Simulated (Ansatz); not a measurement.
# A convergence test on CdF2 (Fm-3m): k mesh of the density

Aim: see how gap, energy and time of CdF2 (Fm-3m) follow the k mesh of the density.

Calculated with Ansatz 0.2.0; DFT, PBE, plane waves, PAW; PAW set soft_1.

### Step 1. The structure

It takes space group Fm-3m (No. 225, cubic). Conventional cell: a = 5.388 Å, b = 5.388 Å, c = 5.388 Å, α = 90.00°, β = 90.00°, γ = 90.00°. Nearest to Cd lie 8 F at 2.33 Å. Nearest to F lie 4 Cd at 2.33 Å. Farther neighbours and most contacts between anions are not listed.

The cell and positions come from the Crystallography Open Database and are kept as given unless a step says otherwise.

### Step 2. k mesh of the density: 2×2×2

Input file input.yaml:

```yaml
crystal:
  lattice:
    - [0.0, 2.694, 2.694]
    - [2.694, 0.0, 2.694]
    - [2.694, 2.694, 0.0]
  atoms:
    - { symbol: Cd, position: [0.0, 0.0, 0.0] }
    - { symbol: F, position: [0.25, 0.25, 0.25] }
    - { symbol: F, position: [0.75, 0.75, 0.75] }
kpoints:
  mp_grid: { grid: [2, 2, 2] }
  band_path:
    path:
      - [0.0, 0.0, 0.0]
      - [0.5, 0.0, 0.5]
      - [0.625, 0.25, 0.625]
      - [0.375, 0.375, 0.75]
      - [0.5, 0.5, 0.5]
      - [0.5, 0.25, 0.75]
    npoints: 1
hamiltonian:
  xc: pbe
  pseudopotentials: { kind: paw, azcp: { folder: soft_1 } }
scf:
  occupations: { method: fixed }
  n_extra_bands: 5
output:
  eigenvalues: true
  forces: true
  stress: true
```

Started as:

```
$ ansatz run input.yaml --threads 24 --pin off --max-ram 82944MiB --backend cuda --events-out ev --progress --plain --runs-dir out --devices 1 --max-vram 78GiB
```

Numbers of over 12 decimals in the logs are rounded to 6 here.

Log:

```text
scf.n_extra_bands = 5 over 17 filled bands (N_el = 34.0): the run solves 22 bands
GPUs: using 1 of 1 available (devices: 1).
Engine: ansatz 0.2.0, aarch64-unknown-linux-gnu
Pseudopotentials: kind: paw
Pseudopotential: Cd, paw, valence charge 20, recommended cutoff 420 eV (normal), soft_1/Cd.paw.azcp
Pseudopotential: F, paw, valence charge 7, recommended cutoff 420 eV (normal), soft_1/F.paw.azcp
Functional definition: PBE
  parameter kappa = 0.804
  parameter beta = 0.066725
  exchange = pbe_x(kappa = kappa, mu = beta*pi^2/3)
  correlation = pbe_c(beta = beta)
device memory: the entry about to start is reckoned to put 1.4 GiB on a device that reports 163.4 GiB free (of which the cap on the GPU budget leaves the run 78.0 GiB)
GPU FFT provider: cuFFT
GPU libraries: cuBLAS 13.8.1, cuFFT 12.4.0, cuSOLVER 12.3.2
GPU matrix products: emulated (plane waves: as basis.precision tells), large ones in fixed point in workspaces of 1.00 GiB
Crystal: 3 atoms, lattice volume = 39.104 Å³
Basis set: ecut = 420 eV, 749 PW (Γ), exchange–correlation on 54×54×54 points (8 copies of the dense FFT grid, shifted against one another)
Bands: 22, of which v1, the nominal top of the filled ones, is band 17 counted from 1 (16 counted from 0)
Symmetry: 48 space group operations
Space group: Fm-3m (ITA 225), of the structure as read, at distance tolerance 3.4e-5 Å
k-points: 3 of 8
Non-local potential: Cd, projectors of the file, l = 0: 3, l = 1: 2, l = 2: 2, l = 3: 1
Non-local potential: F, projectors of the file, l = 0: 2, l = 1: 2, l = 2: 1
PAW form: soft (Blöchl's): semilocal exchange-correlation on the pseudo side does not see the compensation charge
PAW one-centre angular grid: Cd, 590 points (default); XC on 64 Gauss nodes
PAW one-centre angular grid: F, 110 points (default); XC on 64 Gauss nodes
Initial density: superposition of atomic densities (chi_scale 0.1, normalization cell, long waves kept (reshape's long-wave potential 0.00 eV rms))
Initial wavefunctions: pseudopotential atomic-orbital guess
GPU buffer pool allocated for 19683 grid points (all kernels)
GPU transforms: local potential and band sums: pruned to the plane-wave sphere, on 25×25×25
Functional: x = pbe(κ = 0.804, μ = 0.219515), c = pbe(β = 0.066725)
SCF iter   1: F=—  HF=-9877.107534 eV  |F-HF|=—  |Δ(HF+E_count)|=         —  Δρ=2.07e-1  dr2=1.45e1  ethr=3.10e-3  ⟨swp⟩=4.7  Hψ=249  notcnv=0  defer=5
preconditioner: auto → none  [insulator: Δε(μ)=0.369 eV  Ē_g=18.501 eV  n_scr=14 (ndim 8)  ℏωp=30.3 eV  f_vac=0.099  ε∞_Penn≈3.7]
SCF iter   2: F=—  HF=-9873.187402 eV  |F-HF|=—  |Δ(HF+E_count)|=    3.92e0  Δρ=1.23e-1  dr2=3.59e0  ethr=3.10e-3  ⟨swp⟩=3.7  Hψ=173  notcnv=0  defer=7
SCF iter   3: F=—  HF=-9872.096131 eV  |F-HF|=—  |Δ(HF+E_count)|=    1.09e0  Δρ=2.01e-2  dr2=7.30e-2  ethr=3.10e-3  ⟨swp⟩=3.0  Hψ=135  notcnv=0  defer=3
SCF iter   4: F=—  HF=-9872.101777 eV  |F-HF|=—  |Δ(HF+E_count)|=   5.65e-3  Δρ=5.93e-3  dr2=4.85e-3  ethr=2.15e-4  ⟨swp⟩=2.0  Hψ=98  notcnv=0  defer=7
SCF iter   5: F=—  HF=-9872.105421 eV  |F-HF|=—  |Δ(HF+E_count)|=   3.64e-3  Δρ=5.09e-4  dr2=5.65e-5  ethr=1.43e-5  ⟨swp⟩=2.0  Hψ=119  notcnv=0  defer=7
SCF iter   6: F=—  HF=-9872.105998 eV  |F-HF|=—  |Δ(HF+E_count)|=   5.77e-4  Δρ=6.64e-5  dr2=1.88e-6  ethr=1.66e-7  ⟨swp⟩=2.0  Hψ=122  notcnv=0  defer=6
SCF iter   7: F=-9872.105997 eV  HF=-9872.105997 eV  |F-HF|=1.56e-9  |Δ(HF+E_count)|=   6.69e-7  Δρ=1.34e-5  dr2=3.14e-8  ethr=2.94e-10  ⟨swp⟩=9.7  Hψ=331  notcnv=0
SCF 1 converged in 7 iterations: F = -9872.105997 eV  dr2 = 3.14e-8
[...]
device memory: the entry about to start is reckoned to put 1.5 GiB on a device that reports 163.4 GiB free (of which the cap on the GPU budget leaves the run 78.0 GiB)
NSCF: frozen V_eff on 6 k-points
SCF converged after 7 iterations
Free energy (F): -9872.105997 eV
Harris-Foulkes:  -9872.105997 eV  (|F-HF|=1.56e-9)
Internal energy: -9872.105997 eV  (E = F + TS)
E sigma→0 (E₀):  -9872.105997 eV
Fermi energy:    6.399096 eV
--- Per-component energies (eV) ---
  E_band       = -480.054524
  E_kinetic    = 836.493974
  E_local      = -4267.941079  (includes V_loc(G=0)·N_el)
  E_nonlocal   = 298.991238
  E_hartree    = 1876.651023
  E_xc         = -309.645983
  E_vxc        = -392.368835  (∫ρ·V_xc dr)
  E_paw        = -4512.800548  (= ΣΔE_a)
  E_vpaw       = -708.529861  (= ΣTr[D̂ρ^β])
  E_aug_tail   = 0.002012  (compensation charges beyond the density's cutoff)
  E_ewald      = -3793.856633
  E_smearing   = -0.000000  (= −TS)
  E_closure    = 0.000000  (closes the sum)
  Σ components = -9872.105997   (vs F -9872.105997, Δ=0.00e0)
--- Forces (eV/Å), atoms counted from 1 ---
  atom   1  Cd     0.00000000     0.00000000    -0.00000000
  atom   2  F      0.00000000    -0.00000000    -0.00000000
  atom   3  F     -0.00000000     0.00000000    -0.00000000
  max |Σ_I F_I| component: 4.63e-18 eV/Å
--- Stress (GPa, compression-positive) ---
        5.935461      -0.000000       0.000000
        0.000000       5.935461       0.000000
       -0.000000      -0.000000       5.935461
  P = ⅓ Tr σ = 5.9355 GPa (59.355 kbar)
--- Band table (eV) ---
  k-point 0: bands = [... 13 lower, 5.5154, 5.9766, 5.9766, 5.9766, 9.5479, 19.1447, 19.1447, 19.1447, ... 1 higher]
  k-point 1: bands = [... 13 lower, 4.6481, 4.6481, 6.0834, 6.0834, 13.6534, 15.6305, 20.9543, 20.9543, ... 1 higher]
  k-point 2: bands = [... 13 lower, 3.5291, 5.9856, 6.3991, 6.3991, 14.4788, 16.1279, 18.4115, 20.7404, ... 1 higher]
```

It took 0.82 s on 1 × NVIDIA GB200 (shared by 2 runs) with 24 threads of Arm Neoverse V2, shared host; peak memory 1 GiB.

Reading the cycles: dr2 is the Hartree energy of the density residual (eV), the measure of convergence; HF is the Harris–Foulkes estimate of the energy, which meets the free energy F at convergence.

Numbers from this step:

```
pressure             : 5.935 GPa
gap                  : 3.058 eV
valence top at       : W
conduction bottom at : Γ
least direct gap     : 3.571 eV
```

The gap is indirect, with the least direct gap 0.51 eV higher.

### Step 3. k mesh of the density: 4×4×4

Changes to input.yaml since step 2:

```diff
@@ -10,3 +10,3 @@
 kpoints:
-  mp_grid: { grid: [2, 2, 2] }
+  mp_grid: { grid: [4, 4, 4] }
   band_path:
```

Log:

```text
[...]
GPUs: using 1 of 1 available (devices: 1).
[...]
GPU FFT provider: cuFFT
GPU libraries: cuBLAS 13.8.1, cuFFT 12.4.0, cuSOLVER 12.3.2
[...]
Crystal: 3 atoms, lattice volume = 39.104 Å³
Basis set: ecut = 420 eV, 749 PW (Γ), exchange–correlation on 54×54×54 points (8 copies of the dense FFT grid, shifted against one another)
[...]
k-point 0: bands = [... 13 lower, 5.4544, 5.9344, 5.9344, 5.9344, 9.5297, 19.1350, 19.1350, 19.1350, ... 1 higher]
  k-point 1: bands = [... 13 lower, 5.0690, 5.3090, 5.9808, 5.9808, 11.4065, 17.2499, 19.9613, 19.9613, ... 1 higher]
  k-point 2: bands = [... 13 lower, 4.5919, 4.5919, 6.0363, 6.0363, 13.6277, 15.5941, 20.9389, 20.9389, ... 1 higher]
  k-point 7: bands = [... 13 lower, 4.9053, 4.9053, 5.8290, 6.4316, 14.5254, 17.9406, 18.1337, 18.1337, ... 1 higher]
[key lines of the parts left out:]
SCF converged after 8 iterations
Free energy (F): -9872.212786 eV
Fermi energy:    6.431603 eV
P = ⅓ Tr σ = 5.4678 GPa (54.678 kbar)
```

It took 1.8 s on 1 × NVIDIA GB200 (shared by 2 runs) with 24 threads; peak memory 1 GiB; 7.9 s of CPU time.

Numbers from this step:

* pressure: 5.468 GPa
* gap: 3.098 eV
* valence top at: W
* conduction bottom at: Γ
* least direct gap: 3.595 eV

The gap is 3.098 eV, +0.040 eV from the run before at this level.

### Step 4. k mesh of the density: 8×8×8 (the default)

input.yaml, the sections that differ from step 3:

```yaml
kpoints:
  mp_grid: { grid: [8, 8, 8] }
  band_path:
    path:
      - [[0.0, 0.0, 0.0], [0.5, 0.0, 0.5], [0.625, 0.25, 0.625]]
      - [[0.375, 0.375, 0.75], [0.0, 0.0, 0.0], [0.5, 0.5, 0.5], [0.5, 0.25, 0.75], [0.5, 0.0, 0.5]]
    npoints: 10
scf:
  occupations: { method: fermi_dirac, width: 0.02 }
  n_extra_bands: 5
# crystal, hamiltonian, output: as in step 3
```

Log:

```text
[...]
GPUs: using 1 of 1 available (devices: 1).
[...]
GPU FFT provider: cuFFT
GPU libraries: cuBLAS 13.8.1, cuFFT 12.4.0, cuSOLVER 12.3.2
[...]
Crystal: 3 atoms, lattice volume = 39.104 Å³
Basis set: ecut = 420 eV, 749 PW (Γ), exchange–correlation on 54×54×54 points (8 copies of the dense FFT grid, shifted against one another)
[...]
k-point 0: bands = [... 13 lower, 5.4533, 5.9337, 5.9337, 5.9337, 9.5294, 19.1348, 19.1348, 19.1348, ... 1 higher]
  k-point 1: bands = [... 13 lower, 5.3492, 5.8263, 5.9444, 5.9444, 10.1068, 18.4233, 19.3653, 19.3653, ... 1 higher]
  k-point 2: bands = [... 13 lower, 5.0680, 5.3082, 5.9799, 5.9799, 11.4060, 17.2495, 19.9611, 19.9611, ... 1 higher]
  k-point 28: bands = [... 13 lower, 4.9044, 4.9044, 5.8279, 6.4306, 14.5251, 17.9399, 18.1333, 18.1333, ... 1 higher]
[key lines of the parts left out:]
SCF converged after 8 iterations
Free energy (F): -9872.213669 eV
Fermi energy:    8.001262 eV
P = ⅓ Tr σ = 5.4681 GPa (54.681 kbar)
```

Wall time 1.2 s (1 × NVIDIA GB200 (shared by 2 runs) with 24 threads); peak memory 1 GiB; 2.2 s of CPU time.

Numbers from this step:

| Quantity | Value |
| --- | --- |
| pressure | 5.468 GPa |
| gap | 3.099 eV |
| valence top at | W |
| conduction bottom at | Γ |
| least direct gap | 3.596 eV |

The gap is 3.099 eV, +0.001 eV from the run before at this level.

### Step 5. k mesh of the density: 10×10×10

input.yaml, the sections that differ from step 4:

```yaml
kpoints:
  mp_grid: { grid: [10, 10, 10] }
  band_path:
    path:
      - [0.0, 0.0, 0.0]
      - [0.5, 0.0, 0.5]
      - [0.625, 0.25, 0.625]
      - [0.375, 0.375, 0.75]
      - [0.5, 0.5, 0.5]
      - [0.5, 0.25, 0.75]
    npoints: 1
scf:
  occupations: { method: fixed }
  n_extra_bands: 5
# crystal, hamiltonian, output: as in step 4
```

Log:

```text
[...]
GPUs: using 1 of 1 available (devices: 1).
[...]
GPU FFT provider: cuFFT
GPU libraries: cuBLAS 13.8.1, cuFFT 12.4.0, cuSOLVER 12.3.2
[...]
Crystal: 3 atoms, lattice volume = 39.104 Å³
Basis set: ecut = 420 eV, 749 PW (Γ), exchange–correlation on 54×54×54 points (8 copies of the dense FFT grid, shifted against one another)
[...]
k-point 0: bands = [... 13 lower, 5.4533, 5.9337, 5.9337, 5.9337, 9.5294, 19.1348, 19.1348, 19.1348, ... 1 higher]
  k-point 1: bands = [... 13 lower, 5.3865, 5.8798, 5.9404, 5.9404, 9.9112, 18.6433, 19.2841, 19.2841, ... 1 higher]
  k-point 2: bands = [... 13 lower, 5.1958, 5.5572, 5.9636, 5.9636, 10.8426, 17.7138, 19.6931, 19.6931, ... 1 higher]
  k-point 46: bands = [... 13 lower, 4.4885, 5.3257, 5.8354, 6.4232, 14.5188, 17.4960, 17.9716, 18.8108, ... 1 higher]
[key lines of the parts left out:]
SCF converged after 8 iterations
Free energy (F): -9872.213753 eV
Fermi energy:    6.423163 eV
P = ⅓ Tr σ = 5.4683 GPa (54.683 kbar)
```

Elapsed: 1.4 s, on 1 × NVIDIA GB200 (shared by 2 runs) with 24 threads; peak memory 1 GiB.

Numbers from this step:

```
pressure             : 5.468 GPa
gap                  : 3.099 eV
valence top at       : W
conduction bottom at : Γ
least direct gap     : 3.596 eV
```

The gap is 3.099 eV, as in the run before at this level.

### Step 6. The series

Differences are against the last row; a negative gap means that bands overlap, and a run with a band path holds that path's time. Times are wall times on 1 × NVIDIA GB200 (shared by 2 runs) with 24 threads of Arm Neoverse V2, shared host, good to a factor of about two.

| k mesh of the density | gap (eV) | direct gap (eV) | gap error (eV) | energy error (meV/atom) | irreducible k | time |
| --- | --- | --- | --- | --- | --- | --- |
| 2×2×2 | 3.058 | 3.571 | −0.040 | +35.9 | 3 | 0.82 s |
| 4×4×4 | 3.098 | 3.595 | −0.001 | +0.3 | 8 | 1.8 s |
| 8×8×8 | 3.099 | 3.596 | +0.000 | +0.0 | 29 | 1.2 s |
| 10×10×10 | 3.099 | 3.596 | +0.000 | +0.0 | 47 | 1.4 s |

### Step 7. Summary of results

```json
{"2×2×2": "3.058 eV", "4×4×4": "3.098 eV", "8×8×8": "3.099 eV", "10×10×10": "3.099 eV"}
```

The gap holds to 0.02 eV from 4×4×4 on. At 2×2×2 the gap is off by −0.040 eV and the energy by +36 meV/atom. The gap is read over the mesh and added points near the edges, so meshes differ mainly through the density and, for a hybrid, the exchange operator.

[Paths, hosts, dates, memory and timing lines, banners, echoed tables and standing remarks are left out of the program output.]

[Logs are printed without paths, hosts, clocks, repeated set-up lines and the standing remarks that a program may print on its own settings, such as how far it seeks lower states.]

[Runs of the session that timed out or met a known fault of the program may be left out.]

[Cells called generated may have been cut or substituted from an entry of the Crystallography Open Database or the Materials Project.]

[Hosts, paths, dates, database ids (printed as entryN), source tags and the programs' standing remarks are cut or masked in the printed files.]
